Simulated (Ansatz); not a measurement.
# Glassy CaAl2Si2O8 (117 atoms): where an added charge goes

Aim: add and remove one electron in glassy CaAl2Si2O8 (117 atoms), with atoms held and relaxed, and read trapping energy and localisation.

Main program and level: Ansatz 0.2.0; Kohn-Sham DFT, PBE, PAW (set soft_2), plane waves.

## 1. The structure

The cell holds 117 atoms: 18 Al, 9 Ca, 72 O and 18 Si. Cell: a = 11.536 Å, b = 11.536 Å, c = 11.536 Å, α = 90.0°, β = 90.0°, γ = 90.0°. 117 atoms (18 Al, 9 Ca, 72 O, 18 Si) placed at random at 2.71 g/cm³, melted at 4500 K for 20 ps at fixed volume with the Morse and Coulomb pair potential with partial charges (Pedone, Malavasi, Menziani, Cormack and Segre, J. Phys. Chem. B 110, 11780 (2006)). Quenched from 4500 K to 300 K at 20 K/ps and fixed volume, held 5 ps. The starting density is a measured one.

What the set-up can't give: The quench rate of 20 K/ps is orders of magnitude faster than experiment, which tends to freeze in extra defects. The network of bonds at the start is that of the classical potential that made the cell, and needn't be the one that DFT or experiment would give. Only the Γ point is sampled, in a cell whose shortest periodic width is 12 Å.

## 2. Single point at the start

The forces at the start show how far the geometry lies from a minimum of this functional.

input.yaml reads:

```yaml
crystal:
  lattice:
    - [11.5363, 0.0, 0.0]
    - [0.0, 11.5363, 0.0]
    - [0.0, 0.0, 11.5363]
  atoms:
    - { symbol: Al, position: [0.34186, 0.00116, 0.95612] }
    - { symbol: Al, position: [0.84242, 0.96164, 0.09646] }
    - { symbol: Al, position: [0.60242, 0.85802, 0.40872] }
    - { symbol: Al, position: [0.30961, 0.21849, 0.27731] }
    - { symbol: Al, position: [0.96786, 0.51355, 0.30407] }
    - { symbol: Al, position: [0.8084, 0.98148, 0.51736] }
    - { symbol: Al, position: [0.88739, 0.67523, 0.89892] }
    - { symbol: Al, position: [0.99628, 0.82623, 0.63246] }
    - { symbol: Al, position: [0.44038, 0.98926, 0.5442] }
    - { symbol: Al, position: [0.40799, 0.64197, 0.68132] }
    - { symbol: Al, position: [0.09846, 0.95691, 0.4056] }
    - { symbol: Al, position: [0.94408, 0.08585, 0.28961] }
    - { symbol: Al, position: [0.76985, 0.17982, 0.78987] }
    - { symbol: Al, position: [0.55787, 0.88622, 0.70404] }
    - { symbol: Al, position: [0.10797, 0.95687, 0.11814] }
    - { symbol: Al, position: [0.60524, 0.0418, 0.97654] }
    - { symbol: Al, position: [0.50128, 0.15082, 0.78436] }
    - { symbol: Al, position: [0.34172, 0.60271, 0.13761] }
    - { symbol: Ca, position: [0.24571, 0.7271, 0.90673] }
    - { symbol: Ca, position: [0.40647, 0.32734, 0.52152] }
    - { symbol: Ca, position: [0.21624, 0.75756, 0.53672] }
    - { symbol: Ca, position: [0.98744, 0.17915, 0.94934] }
    - { symbol: Ca, position: [0.7041, 0.48925, 0.44338] }
    - { symbol: Ca, position: [0.09201, 0.45686, 0.90862] }
    - { symbol: Ca, position: [0.66277, 0.6513, 0.753] }
    - { symbol: Ca, position: [0.34587, 0.30846, 0.00506] }
    - { symbol: Ca, position: [0.902, 0.78842, 0.33557] }
    - { symbol: O, position: [0.39859, 0.71173, 0.05113] }
    - { symbol: O, position: [0.82351, 0.82302, 0.15519] }
    - { symbol: O, position: [0.74155, 0.96636, 0.99371] }
    - { symbol: O, position: [0.00912, 0.65413, 0.98899] }
    - { symbol: O, position: [0.9996, 0.64047, 0.21905] }
    - { symbol: O, position: [0.31018, 0.95272, 0.61146] }
    - { symbol: O, position: [0.19515, 0.09176, 0.76152] }
    - { symbol: O, position: [0.83554, 0.45824, 0.26202] }
    - { symbol: O, position: [0.21708, 0.25144, 0.61605] }
    - { symbol: O, position: [0.4942, 0.13287, 0.50561] }
    - { symbol: O, position: [0.95012, 0.44983, 0.6371] }
    - { symbol: O, position: [0.24272, 0.27114, 0.40359] }
    - { symbol: O, position: [0.43471, 0.92489, 0.40695] }
    - { symbol: O, position: [0.85217, 0.0531, 0.80936] }
    - { symbol: O, position: [0.60034, 0.10639, 0.118] }
    - { symbol: O, position: [0.67332, 0.1679, 0.34168] }
    - { symbol: O, position: [0.03297, 0.84485, 0.48271] }
    - { symbol: O, position: [0.06742, 0.41804, 0.26124] }
    - { symbol: O, position: [0.13886, 0.08296, 0.47171] }
    - { symbol: O, position: [0.49378, 0.51723, 0.69352] }
    - { symbol: O, position: [0.27165, 0.65114, 0.72582] }
    - { symbol: O, position: [0.21489, 0.29986, 0.85304] }
    - { symbol: O, position: [0.47936, 0.93089, 0.99633] }
    - { symbol: O, position: [0.82511, 0.26137, 0.6684] }
    - { symbol: O, position: [0.56264, 0.89179, 0.55317] }
    - { symbol: O, position: [0.43952, 0.2918, 0.27917] }
    - { symbol: O, position: [0.62788, 0.30595, 0.50957] }
    - { symbol: O, position: [0.7101, 0.08337, 0.54411] }
    - { symbol: O, position: [0.41481, 0.13442, 0.90393] }
    - { symbol: O, position: [0.55711, 0.70502, 0.38428] }
    - { symbol: O, position: [0.02779, 0.20063, 0.24182] }
    - { symbol: O, position: [0.12064, 0.80149, 0.10035] }
    - { symbol: O, position: [0.85744, 0.52814, 0.85871] }
    - { symbol: O, position: [0.22739, 0.27998, 0.16679] }
    - { symbol: O, position: [0.89512, 0.80528, 0.82018] }
    - { symbol: O, position: [0.59642, 0.78741, 0.11102] }
    - { symbol: O, position: [0.22428, 0.87953, 0.36651] }
    - { symbol: O, position: [0.97744, 0.0058, 0.04776] }
    - { symbol: O, position: [0.77791, 0.59405, 0.60041] }
    - { symbol: O, position: [0.48651, 0.29164, 0.74088] }
    - { symbol: O, position: [0.75484, 0.86052, 0.44574] }
    - { symbol: O, position: [0.99148, 0.67879, 0.6267] }
    - { symbol: O, position: [0.02449, 0.2705, 0.52534] }
    - { symbol: O, position: [0.44019, 0.4394, 0.89819] }
    - { symbol: O, position: [0.71737, 0.61451, 0.18076] }
    - { symbol: O, position: [0.28652, 0.91826, 0.84335] }
    - { symbol: O, position: [0.63754, 0.13659, 0.85488] }
    - { symbol: O, position: [0.81987, 0.28724, 0.8928] }
    - { symbol: O, position: [0.34674, 0.64743, 0.29085] }
    - { symbol: O, position: [0.6322, 0.95731, 0.28762] }
    - { symbol: O, position: [0.91375, 0.03652, 0.4247] }
    [... 33 atom lines left out ...]
    - { symbol: Si, position: [0.91894, 0.57286, 0.58092] }
    - { symbol: Si, position: [0.46994, 0.8252, 0.09376] }
    - { symbol: Si, position: [0.83197, 0.9171, 0.77519] }
    - { symbol: Si, position: [0.07684, 0.6703, 0.1093] }
    - { symbol: Si, position: [0.72181, 0.73044, 0.10734] }
    - { symbol: Si, position: [0.95067, 0.30592, 0.64205] }
kpoints:
  mp_grid: { grid: [1, 1, 1] }
hamiltonian:
  xc: pbe
scf:
  occupations: { method: fixed }
output:
  forces: true
```

Command:

```
$ ansatz run input.yaml --threads 4 --pin off --max-ram 8192MiB --backend cpu --events-out ev --progress --plain --runs-dir out
```

The log of the run:

```text
[...]
Pseudopotentials: kind: paw
Pseudopotential: Al, paw, valence charge 3, recommended cutoff 420 eV (normal), Al.paw.azcp
Pseudopotential: Ca, paw, valence charge 10, recommended cutoff 420 eV (normal), Ca.paw.azcp
Pseudopotential: O, paw, valence charge 6, recommended cutoff 420 eV (normal), O.paw.azcp
Pseudopotential: Si, paw, valence charge 4, recommended cutoff 420 eV (normal), Si.paw.azcp
[... 5 lines on functional and potentials left out ...]
Crystal: 117 atoms, lattice volume = 1535.323 Å³
Basis set: ecut = 420 eV, 30047 PW (Γ), exchange–correlation on 160×160×160 points (8 copies of the dense FFT grid, shifted against one another)
Bands: 441, of which v1, the nominal top of the filled ones, is band 324 counted from 1 (323 counted from 0)
Symmetry: 1 space group operations
Space group: P1 (ITA 1), of the structure as read, at distance tolerance 1.2e-4 Å
k-points: 1
[... 9 lines on functional and potentials left out ...]
Initial density: superposition of atomic densities (neutral atoms: chi_scale 0, normalization atom), corrected by the library's trained network
Initial wavefunctions: pseudopotential atomic-orbital guess
[...]
SCF iter   1: F=—  HF=-78472.453061 eV  |F-HF|=—  |Δ(HF+E_count)|=         —  Δρ=2.33e-3  dr2=1.31e-1  ethr=1.77e-3  ⟨swp⟩=8.0  Hψ=1503  notcnv=0  defer=115
preconditioner: auto → Resta (q_TF=auto, 2.363 Å⁻¹)  ε∞=3.1  [insulator: Δε(μ)=2.558 eV  Ē_g=16.240 eV  n_scr=340 (ndim 8)  ℏωp=23.8 eV  f_vac=0.108  ε∞_Penn≈3.1]
SCF iter   2: F=—  HF=-78472.455570 eV  |F-HF|=—  |Δ(HF+E_count)|=   2.51e-3  Δρ=1.24e-3  dr2=3.11e-2  ethr=2.03e-5  ⟨swp⟩=4.0  Hψ=766  notcnv=0  defer=115
SCF iter   3: F=—  HF=-78472.456784 eV  |F-HF|=—  |Δ(HF+E_count)|=   1.21e-3  Δρ=5.55e-4  dr2=8.66e-3  ethr=4.81e-6  ⟨swp⟩=4.0  Hψ=559  notcnv=0  defer=98
automatic band count: iteration 3 solves 424 bands in place of 441: the levels show a gap, and the empty bands left out lie too high to hold charge; the band table lists the bands solved (type scf.n_extra_bands for more)
SCF iter   4: F=—  HF=-78472.456205 eV  |F-HF|=—  |Δ(HF+E_count)|=   5.78e-4  Δρ=1.95e-4  dr2=6.61e-4  ethr=1.34e-6  ⟨swp⟩=4.0  Hψ=559  notcnv=0  defer=98
SCF iter   5: F=—  HF=-78472.456296 eV  |F-HF|=—  |Δ(HF+E_count)|=   9.05e-5  Δρ=1.09e-4  dr2=1.63e-4  ethr=1.02e-7  ⟨swp⟩=2.0  Hψ=568  notcnv=0  defer=98
SCF iter   6: F=—  HF=-78472.456315 eV  |F-HF|=—  |Δ(HF+E_count)|=   1.91e-5  Δρ=3.89e-5  dr2=2.18e-5  ethr=2.52e-8  ⟨swp⟩=2.0  Hψ=602  notcnv=0  defer=98
SCF iter   7: F=—  HF=-78472.456837 eV  |F-HF|=—  |Δ(HF+E_count)|=   5.22e-4  Δρ=1.60e-5  dr2=3.58e-6  ethr=3.37e-9  ⟨swp⟩=2.0  Hψ=746  notcnv=0  defer=98
SCF iter   8: F=—  HF=-78472.456840 eV  |F-HF|=—  |Δ(HF+E_count)|=   2.19e-6  Δρ=1.01e-5  dr2=1.43e-6  ethr=5.52e-10  ⟨swp⟩=3.0  Hψ=616  notcnv=0  defer=98
SCF iter   9: F=-78472.456840 eV  HF=-78472.456840 eV  |F-HF|=3.59e-8  |Δ(HF+E_count)|=   2.60e-7  Δρ=2.18e-6  dr2=7.59e-8  ethr=1.54e-11  ⟨swp⟩=3.0  Hψ=1632  notcnv=0
SCF 1 converged in 9 iterations: F = -78472.456840 eV  dr2 = 7.59e-8
[...]
SCF converged after 9 iterations
Free energy (F): -78472.456840 eV
Harris-Foulkes:  -78472.456840 eV  (|F-HF|=3.59e-8)
Internal energy: -78472.456840 eV  (E = F + TS)
E sigma→0 (E₀):  -78472.456840 eV
Fermi energy:    5.358940 eV
--- Per-component energies (eV) ---
[...]
Σ components = -78472.456840   (vs F -78472.456840, Δ=0.00e0)
--- Forces (eV/Å), atoms counted from 1 ---
  atom   1  Al     0.93416162     1.81493767    -0.49146025
  atom   2  Al    -0.17959755     0.27830077    -0.52088665
  atom   3  Al     0.01479988     0.36288489    -0.75768224
  atom   4  Al    -0.88497725    -0.39353245     0.24494230
[...]
atom 117  Si     0.96306041     0.63567070    -0.82697805
  max |Σ_I F_I| component: 1.95e-4 eV/Å
```

Wall time 15 s (4 threads of Arm Neoverse V2, shared host); peak memory 1.9 GiB.

The r.m.s. force at the start is 1.2 eV/Å.

(Part 1 of 4 ends here.)

[Logs are printed without paths, hosts, clocks, repeated set-up lines and the standing remarks that a program may print on its own settings, such as how far it seeks lower states.]

[Hosts, paths, dates, database ids (printed as entryN), source tags and the programs' standing remarks are cut or masked in the printed files.]
